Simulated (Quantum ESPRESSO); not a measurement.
# Collinear magnetic orders of InNi2SbO6 with Quantum ESPRESSO

Does InNi2SbO6 prefer parallel or opposed moments?

Program: Quantum ESPRESSO 7.5. Level of theory: LDA; plane waves with GBRV 1.5 LDA potentials, no spin-orbit coupling. Results are calculated unless marked as measured.

The experiments to compare with:

For Ni2InSbO6, corundum-related ordered chiral polar structure (bulk crystal), “Field-induced magnetic structures in the chiral polar antiferromagnet Ni2InSbO6” (2023, arxiv:2307.09082) quotes earlier work: moment (ordered Ni2+ moment in the helical phase) 1.89 μB [Literature value from earlier neutron diffraction; long-wavelength helical order …].

Most raw output is cut from this account.

## 1. Starting point

Symmetry: R3, No. 146, trigonal system. Conventional cell: a = 5.286 Å, b = 5.286 Å, c = 14.240 Å, α = 90.00°, β = 90.00°, γ = 120.00°. Nearest to In lie 6 O at 2.13 to 2.29 Å. Nearest to Ni lie 6 O at 2.05 to 2.15 Å. Ni has 6 O at 2.08 to 2.16 Å nearest. Sb has 6 O at 2.00 to 2.06 Å nearest. Nearest to O lie 1 Sb at 2.00 Å and 2 Ni at 2.08 to 2.15 Å and 1 In at 2.29 Å. Nearest to O lie 2 Ni at 2.05 to 2.16 Å and 1 Sb at 2.06 Å and 1 In at 2.13 Å. Farther neighbours and most contacts between anions are not listed.

As a file:

```cif
data_structure
_symmetry_space_group_name_H-M 'R3:H'
_symmetry_Int_Tables_number 146
_cell_length_a 5.2863
_cell_length_b 5.2863
_cell_length_c 14.2400
_cell_angle_alpha 90.000
_cell_angle_beta 90.000
_cell_angle_gamma 120.000
_cell_volume 344.62
loop_
_atom_site_label
_atom_site_type_symbol
_atom_site_symmetry_multiplicity
_atom_site_Wyckoff_symbol
_atom_site_fract_x
_atom_site_fract_y
_atom_site_fract_z
_atom_site_occupancy
In1 In 3 a 0.66667 0.33333 0.12765 1
Ni1 Ni 3 a 0.00000 0.00000 0.00163 1
Ni2 Ni 3 a 0.33333 0.66667 0.17349 1
Sb1 Sb 3 a 0.00000 0.00000 0.30405 1
O1 O 9 b 0.34820 0.02540 0.23894 1
O2 O 9 b 0.31830 0.36880 0.06666 1
```

The cell comes from Materials Project 2023-11-01, a database of computed structures, and need not be the stable phase.

## 2. Start 1: ferro ++

The signs are those of the starting moments on the seeded atoms, the atoms that are given a moment.

File pw.in:

```
&CONTROL
  calculation = 'scf'
  prefix = 'pwscf'
  outdir = './tmp'
  pseudo_dir = './pseudo'
  disk_io = 'nowf'
/
&SYSTEM
  ibrav = 0
  nat = 10
  ntyp = 4
  ecutwfc = 40
  ecutrho = 280
  nbnd = 66
  occupations = 'smearing'
  smearing = 'fd'
  degauss = 0.00367493
  nspin = 2
  starting_magnetization(1) = 0
  starting_magnetization(2) = 0.1111
  starting_magnetization(3) = 0
  starting_magnetization(4) = 0
/
&ELECTRONS
  conv_thr = 2d-08
  electron_maxstep = 150
  mixing_beta = 0.3
/
ATOMIC_SPECIES
In    114.8180 in_lda_v1.4.uspp.F.UPF
Ni     58.6934 ni_lda_v1.4.uspp.F.UPF
Sb    121.7600 sb_lda_v1.4.uspp.F.UPF
O      15.9990 o_lda_v1.2.uspp.F.UPF
CELL_PARAMETERS angstrom
   2.6431540372    1.5260256949    4.7466677741
  -2.6431540372    1.5260256949    4.7466677741
   0.0000000000   -3.0520513898    4.7466677741
ATOMIC_POSITIONS crystal
In      0.2056830000    0.2056830000    0.2056830000
Ni      0.9983680000    0.9983680000    0.9983680000
Ni      0.4931743300    0.4931743300    0.4931743300
Sb      0.6959510000    0.6959510000    0.6959510000
O       0.7864580000    0.0838620000    0.4128670000
O       0.0838620000    0.4128670000    0.7864580000
O       0.4128670000    0.7864580000    0.0838620000
O       0.3021400000    0.8828500000    0.6150450000
O       0.8828500000    0.6150450000    0.3021400000
O       0.6150450000    0.3021400000    0.8828500000
K_POINTS automatic
6 6 6 0 0 0
```

Run with:

```bash
$ OMP_NUM_THREADS=1 mpirun -n 4 pw.x -nk 4 -in pw.in > pw.out
```

Run time: 3.1 min. Hardware: 4 MPI ranks of Arm Neoverse V2, shared host; peak memory 0.95 GiB; 12 min of CPU time.

Spin moment in the atom's sphere by atom:

| atom | spin moment in the atom's sphere (μB) |
| --- | --- |
| In1 | 0.00 |
| Ni2 | 1.53 |
| Ni3 | 1.50 |
| Sb4 | 0.00 |
| O5 | 0.14 |
| O6 | 0.14 |
| O7 | 0.14 |
| O8 | 0.15 |
| O9 | 0.15 |
| O10 | 0.15 |

Read from the output:

```
smearing term TS       : 0.003225 eV
magnetization          : 3.988 μB
absolute magnetization : 4.095 μB
final state            : ferromagnetic
```

## 3. Run 2 (antiferro +−)

Changes to pw.in since step 2:

```diff
@@ -10,6 +10,6 @@
   nat = 10
-  ntyp = 4
+  ntyp = 5
   ecutwfc = 40
   ecutrho = 280
-  nbnd = 66
+  nbnd = 64
   occupations = 'smearing'
@@ -20,4 +20,5 @@
   starting_magnetization(2) = 0.1111
-  starting_magnetization(3) = 0
+  starting_magnetization(3) = -0.1111
   starting_magnetization(4) = 0
+  starting_magnetization(5) = 0
 /
@@ -30,3 +31,4 @@
 In    114.8180 in_lda_v1.4.uspp.F.UPF
-Ni     58.6934 ni_lda_v1.4.uspp.F.UPF
+Ni1    58.6934 ni_lda_v1.4.uspp.F.UPF
+Ni2    58.6934 ni_lda_v1.4.uspp.F.UPF
 Sb    121.7600 sb_lda_v1.4.uspp.F.UPF
@@ -39,4 +41,4 @@
 In      0.2056830000    0.2056830000    0.2056830000
-Ni      0.9983680000    0.9983680000    0.9983680000
-Ni      0.4931743300    0.4931743300    0.4931743300
+Ni1     0.9983680000    0.9983680000    0.9983680000
+Ni2     0.4931743300    0.4931743300    0.4931743300
 Sb      0.6959510000    0.6959510000    0.6959510000
```

Elapsed: 2.9 min, on 4 MPI ranks; peak memory 0.93 GiB.

Spin moment in the atom's sphere by atom:

| atom | spin moment in the atom's sphere (μB) |
| --- | --- |
| In1 | 0.00 |
| Ni2 | 1.35 |
| Ni3 | -1.37 |
| Sb4 | 0.00 |
| O5 | 0.01 |
| O6 | 0.01 |
| O7 | 0.01 |
| O8 | -0.01 |
| O9 | -0.01 |
| O10 | -0.01 |

Read from the output:

| Property | Result |
| --- | --- |
| smearing term TS | 0.002883 eV |
| magnetization | 0 μB |
| absolute magnetization | 3.262 μB |
| final state | antiferromagnetic |

## 4. The states side by side

An order is kept where moments of 0.15 μB or more survive with the typed signs; meshes match where a doubled cell samples the same k points as the first cell.

Orders:

| start | final state | typed order kept | energy over the lowest (meV a seeded atom) | largest site moment (μB) | net moment (μB a cell of the first run) | mesh matched | CPU time (s) |
| --- | --- | --- | --- | --- | --- | --- | --- |
| ferro ++ | ferromagnetic | yes | 71.38 | 1.533 | 3.988 | yes | 746 |
| antiferro +- | antiferromagnetic | yes | 0 | 1.368 | 9.31e-4 | yes | 689.8 |

## 5. The lowest state again, with its states saved

Changes to pw.in since step 3:

```diff
@@ -5,3 +5,3 @@
   pseudo_dir = './pseudo'
-  disk_io = 'nowf'
+  disk_io = 'low'
 /
@@ -9,2 +9,3 @@
   ibrav = 0
+  celldm(1) = 8
   nat = 10
@@ -13,3 +14,3 @@
   ecutrho = 280
-  nbnd = 64
+  nbnd = 68
   occupations = 'smearing'
@@ -35,6 +36,6 @@
 O      15.9990 o_lda_v1.2.uspp.F.UPF
-CELL_PARAMETERS angstrom
-   2.6431540372    1.5260256949    4.7466677741
-  -2.6431540372    1.5260256949    4.7466677741
-   0.0000000000   -3.0520513898    4.7466677741
+CELL_PARAMETERS alat
+   0.6243546544384    0.3604713278128    1.1212377622045
+  -0.6243546544384    0.3604713278128    1.1212377622045
+   0.0000000000000   -0.7209426556257    1.1212377622045
 ATOMIC_POSITIONS crystal
```

It took 3 min on 4 MPI ranks; peak memory 0.95 GiB.

This step gave:

| Item | Value |
| --- | --- |
| smearing term TS | 0.002883 eV |
| magnetization | 0 μB |
| absolute magnetization | 3.263 μB |
| final state | antiferromagnetic |
| largest moment | 1.368 μB |

## 6. Another way to count moments

projwfc.x projects the saved states on orthogonalised atomic orbitals of the pseudopotential files.

Wall time 3.7 s (4 MPI ranks); peak memory 0.35 GiB; 16 s of CPU time.

| atom | moment in the sphere (μB) | Löwdin moment (μB) | Löwdin charge (e) |
| --- | --- | --- | --- |
| In1 | 0.002 | 0.003 | 11.835 |
| Ni2 | 1.350 | 1.354 | 17.834 |
| Ni3 | -1.368 | -1.376 | 17.814 |
| Sb4 | -0.001 | 0.000 | 12.881 |
| O5 | 0.010 | 0.011 | 6.559 |
| O6 | 0.010 | 0.011 | 6.559 |
| O7 | 0.010 | 0.011 | 6.559 |
| O8 | -0.005 | -0.005 | 6.541 |
| O9 | -0.005 | -0.005 | 6.541 |
| O10 | -0.005 | -0.005 | 6.541 |

## 7. Results

```
lowest state found      : antiferromagnetic (from antiferro +-)
largest site moment     : 1.37 μB
next state with moments : ferromagnetic, 71.4 meV a seeded atom higher
```

**Reading.** The largest moment reads 1.37 μB in the sphere and 1.38 μB by Löwdin projection; a site moment hangs on how space is shared out. Only these 2 starts were compared; other wavevectors, canted and longer-period orders were not. A computed site moment is spin alone and hangs on the region that is counted: the program's spheres do not touch and miss the tail of the moment. Measured moments hold any orbital part as well, and belong to the order of the sample, which need not be the order of this run. No Hubbard term acts here. In such compounds local and semilocal functionals without one often delocalise the d electrons, and can shrink or lose moments and miss the size, sign and order of the couplings.

Calculation against experiment:

```
        quantity  measured   in the sphere          Löwdin
moment (Ni) (μB)      1.89  1.37 (-27.6 %)  1.38 (-27.2 %)
```

Measured values from arxiv:2307.09082 (2023).

Verdict: For the moment, of the levels listed nearest comes Löwdin (-27.2 %) and farthest in the sphere (-27.6 %). No cell relaxation is part of this session.

[Logs and program files are shortened in this print: banners, set-up blocks, solver, clock and traceback lines can be left out without a mark of their own.]

[Logs are printed without paths, hosts, clocks, repeated set-up lines and the standing remarks that a program may print on its own settings, such as how far it seeks lower states.]

[Hosts, paths, dates, database ids (printed as entryN), source tags and the programs' standing remarks are cut or masked in the printed files.]

[Where a cell is said to come from a database of computed structures, the database is the Materials Project.]
